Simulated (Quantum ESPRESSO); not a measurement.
# Wannier-interpolated electron–phonon scattering in MgB2 (P6/mmm)

Aim: the electron–phonon coupling and the phonon-limited resistivity of MgB2 (P6/mmm), by Wannier interpolation to fine meshes.

Method: DFT PBE, scalar-relativistic, plane waves, PseudoDojo 0.4.1 norm-conserving pseudopotentials, in Quantum ESPRESSO 7.5.

Report form: the programs' logs are mostly left out.

### 1. The structure

The structure is hexagonal, space group P6/mmm (No. 191). The conventional cell has a = 3.085 Å, b = 3.085 Å, c = 3.523 Å, α = 90.00°, β = 90.00°, γ = 120.00°. Nearest to Mg lie 12 B at 2.51 Å. B has 3 B at 1.78 Å and 6 Mg at 2.51 Å nearest. Farther neighbours are not listed.

Coordinates:

```cif
data_structure
_symmetry_space_group_name_H-M 'P 1'
_symmetry_Int_Tables_number 1
_cell_length_a 3.0850
_cell_length_b 3.0850
_cell_length_c 3.5230
_cell_angle_alpha 90.000
_cell_angle_beta 90.000
_cell_angle_gamma 120.000
_cell_volume 29.04
loop_
_atom_site_label
_atom_site_type_symbol
_atom_site_fract_x
_atom_site_fract_y
_atom_site_fract_z
_atom_site_occupancy
Mg1 Mg 0.00000 0.00000 0.00000 1
B2 B 0.33333 0.66667 0.50000 1
B3 B 0.66667 0.33333 0.50000 1
```

### 2. Relaxation

The cell is relaxed under the functional used for all that follows.

relax.in reads:

```
&control
   calculation = 'vc-relax'
   prefix = 'x'
   outdir = './tmp'
   pseudo_dir = './pseudo'
   tprnfor = .true.
   tstress = .true.
   etot_conv_thr = 1.0d-06
   forc_conv_thr = 1.0d-04
/
&system
   ibrav = 0
   nat = 3
   ntyp = 2
   ecutwfc = 84.0
   occupations = 'smearing'
   smearing = 'mv'
   degauss = 0.02
/
&electrons
   conv_thr = 1.0d-10
/
&ions
/
&cell
   press_conv_thr = 0.1
/
ATOMIC_SPECIES
 Mg     24.3050  Mg.upf
 B      10.8100  B.upf
CELL_PARAMETERS angstrom
     3.085000000    0.000000000    0.000000000
    -1.542500000    2.671688371    0.000000000
     0.000000000    0.000000000    3.523000000
ATOMIC_POSITIONS crystal
 Mg     0.000000000   0.000000000   0.000000000
 B      0.333333333   0.666666667   0.500000000
 B      0.666666667   0.333333333   0.500000000
K_POINTS automatic
 9 9 6 0 0 0
```

The run is started by

```console
> OMP_NUM_THREADS=1 mpirun -n 8 pw.x -nk 8 -in relax.in > relax.out
```

It took 14 s on 8 MPI ranks of Intel Xeon Platinum 8223CL at 3.00GHz (Skylake/Cascade Lake), shared host; 1.8 min of CPU time.

Numbers from this step:

```yaml
free_energy: -1776.6832 eV
pressure: 6.67e-4 GPa
volume_per_atom: 9.633 Å³/atom
```

The volume ends at 9.633 Å³ an atom, -0.5 % from the start.

### 3. Ground state

Linear response needs a tightly converged ground state.

scf.in reads:

```
&control
   calculation = 'scf'
   prefix = 'x'
   outdir = './tmp'
   pseudo_dir = './pseudo'
   tprnfor = .true.
   tstress = .true.
/
&system
   ibrav = 0
   nat = 3
   ntyp = 2
   ecutwfc = 84.0
   occupations = 'smearing'
   smearing = 'mv'
   degauss = 0.02
/
&electrons
   conv_thr = 1.0d-12
/
ATOMIC_SPECIES
 Mg     24.3050  Mg.upf
 B      10.8100  B.upf
CELL_PARAMETERS angstrom
     3.072835000    0.000000000    0.000000000
    -1.536417500    2.661153200    0.000000000
     0.000000000    0.000000000    3.533925900
ATOMIC_POSITIONS crystal
 Mg     0.000000000   0.000000000   0.000000000
 B      0.333333300   0.666666700   0.500000000
 B      0.666666700   0.333333300   0.500000000
K_POINTS automatic
 9 9 6 0 0 0
```

The run is started by

```console
> OMP_NUM_THREADS=1 mpirun -n 8 pw.x -nk 8 -in scf.in > scf.out
```

Wall time 4.1 s (8 MPI ranks); 31 s of CPU time.

Numbers from this step:

```
Fermi energy : 9.181 eV
```

The Fermi level lies at 9.181 eV and the pressure is 6.7e-4 GPa.

### 4. Phonons on the coarse mesh

ph.x gives the dynamical matrices and the changes of the potential on a coarse q mesh, which EPW interpolates.

ph.in reads:

```
phonons
&inputph
   prefix = 'x'
   outdir = './tmp'
   tr2_ph = 1.0d-14
   fildyn = 'x.dyn'
   fildvscf = 'dvscf'
   ldisp = .true.
   nq1 = 3
   nq2 = 3
   nq3 = 2
   alpha_mix(1) = 0.5
   amass(1) = 24.305
   amass(2) = 10.81
/
```

The run is started by

```console
> OMP_NUM_THREADS=1 mpirun -n 8 ph.x -nk 8 -in ph.in > ph.out
```

Run time: 9.2 min. Hardware: 8 MPI ranks.

This step gave:

```yaml
lowest_frequency_off_the_zone_centre: 220.2 cm⁻¹
largest_magnitude_of_the_acoustic_modes_at_the_zone_centre_before_the_sum_rule: 64.22 cm⁻¹
```

Frequencies at the irreducible wavevectors:

```tsv
q1	q2	q3	star	mode 1 (cm⁻¹)	mode 2 (cm⁻¹)	mode 3 (cm⁻¹)	mode 4 (cm⁻¹)	mode 5 (cm⁻¹)	mode 6 (cm⁻¹)	mode 7 (cm⁻¹)	mode 8 (cm⁻¹)	mode 9 (cm⁻¹)
0	0	0	1	60.4	60.4	64.2	334.4	334.4	403.9	406.8	406.8	685.1
0	0	0.5	1	220.2	220.2	237.7	237.7	280.6	280.6	329.4	384.1	640.6
0	0.3333	0	6	229.7	246.3	320.4	372.5	430	596	615.6	719.1	761.1
0	0.3333	0.5	6	264.2	289.8	292.4	422.8	435.4	600.6	608.7	749.3	781.8
0.3333	0.3333	0	2	281.6	306.4	306.4	442.8	442.8	647.6	703.3	703.3	769
0.3333	0.3333	0.5	2	285.1	311.9	311.9	485.3	485.3	650.6	700.4	700.4	737.6
```

The lowest mode off the zone centre lies at 220 cm⁻¹ and the highest of all solved modes at 782 cm⁻¹, so the solved wavevectors are stable. The acoustic modes at the centre lie within 64 cm⁻¹ of zero before the sum rule is imposed, a large miss that can shift other modes too.

### 5. Bands for the check

Bands on a path serve later as the test of the Wannier interpolation; inside the frozen window, points that lie on the coarse mesh match by construction, and those between them test it.

bands.in reads:

```
&control
   calculation = 'bands'
   prefix = 'x'
   outdir = './tmp'
   pseudo_dir = './pseudo'
   verbosity = 'high'
/
&system
   ibrav = 0
   nat = 3
   ntyp = 2
   ecutwfc = 84.0
   occupations = 'smearing'
   smearing = 'mv'
   degauss = 0.02
   nbnd = 30
/
&electrons
   conv_thr = 1.0d-10
/
ATOMIC_SPECIES
 Mg     24.3050  Mg.upf
 B      10.8100  B.upf
CELL_PARAMETERS angstrom
     3.072835000    0.000000000    0.000000000
    -1.536417500    2.661153200    0.000000000
     0.000000000    0.000000000    3.533925900
ATOMIC_POSITIONS crystal
 Mg     0.000000000   0.000000000   0.000000000
 B      0.333333300   0.666666700   0.500000000
 B      0.666666700   0.333333300   0.500000000
K_POINTS crystal
47
 0.00000000 0.00000000 0.00000000 0.02127660
 0.05000000 0.00000000 0.00000000 0.02127660
 0.10000000 0.00000000 0.00000000 0.02127660
 0.15000000 0.00000000 0.00000000 0.02127660
[the list of k-points goes on]
```

The run is started by

```console
> OMP_NUM_THREADS=1 mpirun -n 8 pw.x -nk 8 -in bands.in > bands.out
```

Wall time 6.3 s (8 MPI ranks); 48 s of CPU time.

### 6. States on the coarse mesh

Wannier functions need the states on a full uniform k mesh, and the couplings need it to be a multiple of the q mesh.

nscf.in reads:

```
&control
   calculation = 'nscf'
   prefix = 'x'
   outdir = './tmp'
   pseudo_dir = './pseudo'
   verbosity = 'high'
/
&system
   ibrav = 0
   nat = 3
   ntyp = 2
   ecutwfc = 84.0
   occupations = 'smearing'
   smearing = 'mv'
   degauss = 0.02
   nbnd = 30
/
&electrons
   conv_thr = 1.0d-11
/
ATOMIC_SPECIES
 Mg     24.3050  Mg.upf
 B      10.8100  B.upf
CELL_PARAMETERS angstrom
     3.072835000    0.000000000    0.000000000
    -1.536417500    2.661153200    0.000000000
     0.000000000    0.000000000    3.533925900
ATOMIC_POSITIONS crystal
 Mg     0.000000000   0.000000000   0.000000000
 B      0.333333300   0.666666700   0.500000000
 B      0.666666700   0.333333300   0.500000000
K_POINTS crystal
486
 0.00000000 0.00000000 0.00000000 0.00205761
 0.00000000 0.00000000 0.16666667 0.00205761
 0.00000000 0.00000000 0.33333333 0.00205761
 0.00000000 0.00000000 0.50000000 0.00205761
[the list of k-points goes on]
```

The run is started by

```console
> OMP_NUM_THREADS=1 mpirun -n 8 pw.x -nk 8 -in nscf.in > nscf.out
```

The job ended after 55 s (8 MPI ranks; 7.3 min of CPU time).

### 7. Wannier functions and couplings

Projections Mg s, p and B s, p start 12 Wannier functions; states up to 5.0 eV over the Fermi level are frozen. Hamiltonian, force constants and couplings go to real space.

epw1.in reads:

```
--
&inputepw
   prefix = 'x'
   outdir = './tmp'
   dvscf_dir = './save'
   elph = .true.
   etf_mem = 1
   nbndsub = 12
   bands_skipped = 'exclude_bands = 1-4'
   use_ws = .true.
   vme = 'wannier'
   asr_typ = 'crystal'
   nk1 = 9
   nk2 = 9
   nk3 = 6
   nq1 = 3
   nq2 = 3
   nq3 = 2
   amass(1) = 24.305
   amass(2) = 10.81
   epwwrite = .true.
   epwread = .false.
   wannierize = .true.
   num_iter = 200
   dis_win_max = 34.18
   dis_froz_max = 14.181
   proj(1) = 'Mg:s;p'
   proj(2) = 'B:s;p'
   wdata(1) = 'dis_num_iter = 600'
   wdata(2) = 'guiding_centres = .true.'
   wdata(3) = 'num_print_cycles = 50'
   wdata(4) = 'dis_mix_ratio = 0.7'
   band_plot = .true.
   filkf = 'path.dat'
   filqf = 'path.dat'
   fsthick = 100.0
   efermi_read = .true.
   fermi_energy = 9.1806
/
```

The run is started by

```console
> OMP_NUM_THREADS=1 mpirun -n 8 epw.x -nk 8 -in epw1.in > epw1.out
```

The job ended after 9.2 min (8 MPI ranks; 74 min of CPU time).

Numbers from this step:

| Quantity | Value |
| --- | --- |
| r.m.s. error of the interpolated bands from 2 eV under to 1 eV over the Fermi level | 4.5 meV |
| largest error in that range | 16.2 meV |
| lowest interpolated frequency on the path | 0 cm⁻¹ |

The electronic bands at the labelled points (eV, zero at the Fermi level; # counts the bands kept):

```tsv
point	#1	#2	#3	#4	#5	#6	#7
Γ	-12.40	-2.97	0.43	0.43	1.62	6.44	6.44
halfway	-11.32	-3.32	-1.91	-1.14	2.61	5.48	6.89
M	-8.48	-7.79	-2.12	0.23	3.10	4.02	5.31
halfway	-8.16	-7.48	-3.84	0.63	2.89	5.54	5.68
K	-7.21	-7.21	-5.82	1.82	1.82	6.18	6.18
halfway	-10.96	-3.51	-2.48	-1.57	3.05	6.27	7.18
Γ	-12.40	-2.97	0.43	0.43	1.62	6.44	6.44
halfway	-11.90	-5.52	0.60	0.60	5.43	6.61	6.61
A	-11.13	-7.41	0.79	0.79	6.79	6.79	8.09
halfway	-10.15	-6.18	-2.69	-0.84	3.31	6.36	10.06
L	-7.53	-6.90	-3.50	-1.84	-1.23	5.84	8.90
```

The same for Wannier interpolation:

```tsv
point	#1	#2	#3	#4	#5	#6	#7
Γ	-12.40	-2.97	0.43	0.43	1.62	6.44	6.44
M	-8.48	-7.79	-2.12	0.21	3.10	3.98	5.32
K	-7.21	-7.21	-5.82	1.82	1.82	6.60	6.60
Γ	-12.40	-2.97	0.43	0.43	1.62	6.44	6.44
A	-11.13	-7.41	0.79	0.79	6.79	6.79	8.10
L	-7.53	-6.90	-3.50	-1.84	-1.22	6.01	9.05
```

Phonon branches along the path, in cm⁻¹:

```tsv
point	branch 1	branch 2	branch 3	branch 4	branch 5	branch 6	branch 7	branch 8	branch 9
Γ	0	0	0	329	329	399	407	407	685
halfway	166	200	276	371	381	494	654	655	689
M	252	260	333	419	495	528	728	758	780
halfway	263	266	319	412	504	552	716	754	766
K	266	294	294	443	443	648	704	704	769
halfway	188	218	290	365	424	522	638	694	722
Γ	0	0	0	329	329	399	407	407	685
halfway	115	115	209	300	300	350	350	400	664
A	221	221	222	222	281	281	316	385	641
halfway	241	255	282	354	414	503	627	669	698
L	258	273	311	484	504	537	750	786	791
```

Near the Fermi level the interpolated bands miss those of pw.x by 4 meV r.m.s. and 16 meV at most, each level matched to the nearest interpolated one; the r.m.s. value is under the 60 meV set for going on.

### 8. Coupling and Tc: fine k 16×16×12, q 8×8×6, width 0.15 eV, window 0.55 eV

The couplings are interpolated to a fine mesh near the Fermi level; their sum gives α²F and λ, and the linearised gap equation gives Tc.

a2f-1.in reads:

```
--
&inputepw
   prefix = 'x'
   outdir = './tmp'
   dvscf_dir = './save'
   elph = .true.
   etf_mem = 1
   nbndsub = 12
   bands_skipped = 'exclude_bands = 1-4'
   use_ws = .true.
   vme = 'wannier'
   asr_typ = 'crystal'
   nk1 = 9
   nk2 = 9
   nk3 = 6
   nq1 = 3
   nq2 = 3
   nq3 = 2
   amass(1) = 24.305
   amass(2) = 10.81
   epwwrite = .false.
   epwread = .true.
   wannierize = .false.
   nkf1 = 16
   nkf2 = 16
   nkf3 = 12
   nqf1 = 8
   nqf2 = 8
   nqf3 = 6
   mp_mesh_k = .true.
   ephwrite = .true.
   eliashberg = .true.
   liso = .true.
   limag = .true.
   tc_linear = .true.
   tc_linear_solver = 'power'
   fsthick = 0.55
   degaussw = 0.15
   degaussq = 0.5
   nqstep = 500
   muc = 0.13
   wscut = 0.3
   nsiter = 500
   nstemp = 7
   temps = 0.5 1.0 2.0 4.0 8.0 16.0 32.0
/
```

The run is started by

```console
> OMP_NUM_THREADS=1 mpirun -n 8 epw.x -nk 8 -in a2f-1.in > a2f-1.out
```

The job ended after 0.67 s (8 MPI ranks).

The program refused the input before any cycle.

The program's message: “Error in routine readin (1): degaussw too close to fsthick”

### 9. Resistivity: fine k 20×20×14, q 10×10×7, adaptive width, window 0.32 eV

The Boltzmann equation is solved by iteration on a fine mesh; only states within the window around the Fermi level enter.

bte-1.in reads:

```
--
&inputepw
   prefix = 'x'
   outdir = './tmp'
   dvscf_dir = './save'
   elph = .true.
   etf_mem = 1
   nbndsub = 12
   bands_skipped = 'exclude_bands = 1-4'
   use_ws = .true.
   vme = 'wannier'
   asr_typ = 'crystal'
   nk1 = 9
   nk2 = 9
   nk3 = 6
   nq1 = 3
   nq2 = 3
   nq3 = 2
   amass(1) = 24.305
   amass(2) = 10.81
   epwwrite = .false.
   epwread = .true.
   wannierize = .false.
   nkf1 = 20
   nkf2 = 20
   nkf3 = 14
   nqf1 = 10
   nqf2 = 10
   nqf3 = 7
   mp_mesh_k = .true.
   scattering = .true.
   iterative_bte = .true.
   epmatkqread = .false.
   assume_metal = .true.
   int_mob = .false.
   carrier = .false.
   ngaussw = -99
   mob_maxiter = 200
   broyden_beta = 0.7
   fsthick = 0.32
   degaussw = 0.0
   nstemp = 6
   temps = 150 200 273 300 400 500
   restart = .false.
   selecqread = .false.
/
```

The run is started by

```console
> OMP_NUM_THREADS=1 mpirun -n 8 epw.x -nk 8 -in bte-1.in > bte-1.out
```

Run time: 7.5 min. Hardware: 8 MPI ranks.

Numbers from this step:

```yaml
iterations: 16
resistivity_at_300_k: 11.84 μΩ cm
```

Resistivity, by row:

```tsv
T (K)	rho_xx (μΩ cm)	rho_yy	rho_zz	relaxation-time approximation, mean of the axes (μΩ cm)
150	12.2	12.2	7.003	10.39
200	11.78	11.78	8.593	10.73
273	11.89	11.89	10.49	11.53
300	12.18	12.18	11.16	11.98
400	14.11	14.11	13.8	14.24
500	16.89	16.89	16.71	17.16
```

ρ(300 K) = 11.8 μΩ cm, mean of the axes; the relaxation-time start gave 12.0. One mesh does not show convergence. The largest adaptive width printed is 0.68 eV, against a window of 0.32 eV outside which no state is counted.

### 10. Coupling and Tc, input with a fault, fine q mesh 10×10×8, fine mesh 10×10×8

Another input is tried.

bad.in reads:

```
--
&inputepw
   prefix = 'x'
   outdir = './tmp'
   dvscf_dir = './save'
   elph = .true.
   etf_mem = 1
   nbndsub = 12
   bands_skipped = 'exclude_bands = 1-4'
   use_ws = .true.
   vme = 'wannier'
   asr_typ = 'crystal'
   nk1 = 9
   nk2 = 9
   nk3 = 6
   nq1 = 3
   nq2 = 3
   nq3 = 2
   amass(1) = 24.305
   amass(2) = 10.81
   epwwrite = .false.
   epwread = .true.
   wannierize = .false.
   nkf1 = 10
   nkf2 = 10
   nkf3 = 8
   nqf1 = 10
   nqf2 = 10
   nqf3 = 8
   mp_mesh_k = .true.
   ephwrite = .true.
   eliashberg = .true.
   liso = .true.
   limag = .true.
   tc_linear = .true.
   tc_linear_solver = 'power'
   fsthick = 0.4
   degaussw = 0.01
   degaussq = 0.5
   nqstep = 500
   muc = 0.13
   wscut = 0.3
   nsiter = 500
   nstemp = 7
   temps = 0.5 1.0 2.0 4.0 8.0 16.0 32.0
/
```

The run is started by

```console
> OMP_NUM_THREADS=1 mpirun -n 8 epw.x -nk 8 -in bad.in > bad.out
```

Wall time 7.9 min (8 MPI ranks).

This step gave:

| Item | Value |
| --- | --- |
| coupling constant λ | 0.7070 |
| log mean phonon energy ħω_log | 64.99 meV |
| density of states at the Fermi level | 0.8832 states/eV a spin and cell |
| Fermi level on the fine mesh | 9.240 eV |

This input has a delta width far below the mesh spacing, and its λ = 0.707 is no result.

### 11. Outcome

```
Wannier functions, band error  : 12 functions; 4 meV r.m.s.
resistivity at 300 K, 20×20×14 : 11.8 μΩ cm, unsound
```

In words: Step 7: Of the bands kept, 3 cross the Fermi level on this path. Step 7: The highest branch reaches 805 cm⁻¹ on this path, between A and L. Step 7: No branch goes imaginary on this path. On the finest meshes run, MgB2 (P6/mmm) has an unconverged phonon-limited resistivity of 11.8 μΩ cm at 300 K. The resistivity rests on one fine mesh, a coarse one, and its convergence is untested: it is no result for this metal. On the finest mesh the adaptive width still reaches 0.68 eV against a window of 0.32 eV; the window, which cuts off final states, was not widened. No coupling constant was obtained: no sound run of that kind finished. Between 150 and 500 K the resistivity rises by a factor of 1.61, against 3.33 for a straight line through the origin; phonon scattering should fall faster than that line on cooling, so the temperature dependence is not converged. At 300 K the components are 12.2, 12.2 and 11.2 μΩ cm (xx, yy, zz); the mean is quoted. Under gradient-corrected functionals ph.x can misplace modes where the density is low; no frozen-phonon run checks them. The acoustic sum rule was missed by far before it was imposed. The q mesh of ph.x (3×3×2), the k mesh and smearing of the ground state (9×9×6) and EPW's coarse k mesh (9×9×6) were not varied. Only scattering by harmonic phonons counts; impurities, grain boundaries and thermal expansion are left out.

[The logs of pw.x and epw.x are selected lines.]

[Logs are printed without paths, hosts, clocks, repeated set-up lines and the standing remarks that a program may print on its own settings, such as how far it seeks lower states.]

[Hosts, paths, dates, database ids (printed as entryN), source tags and the programs' standing remarks are cut or masked in the printed files.]
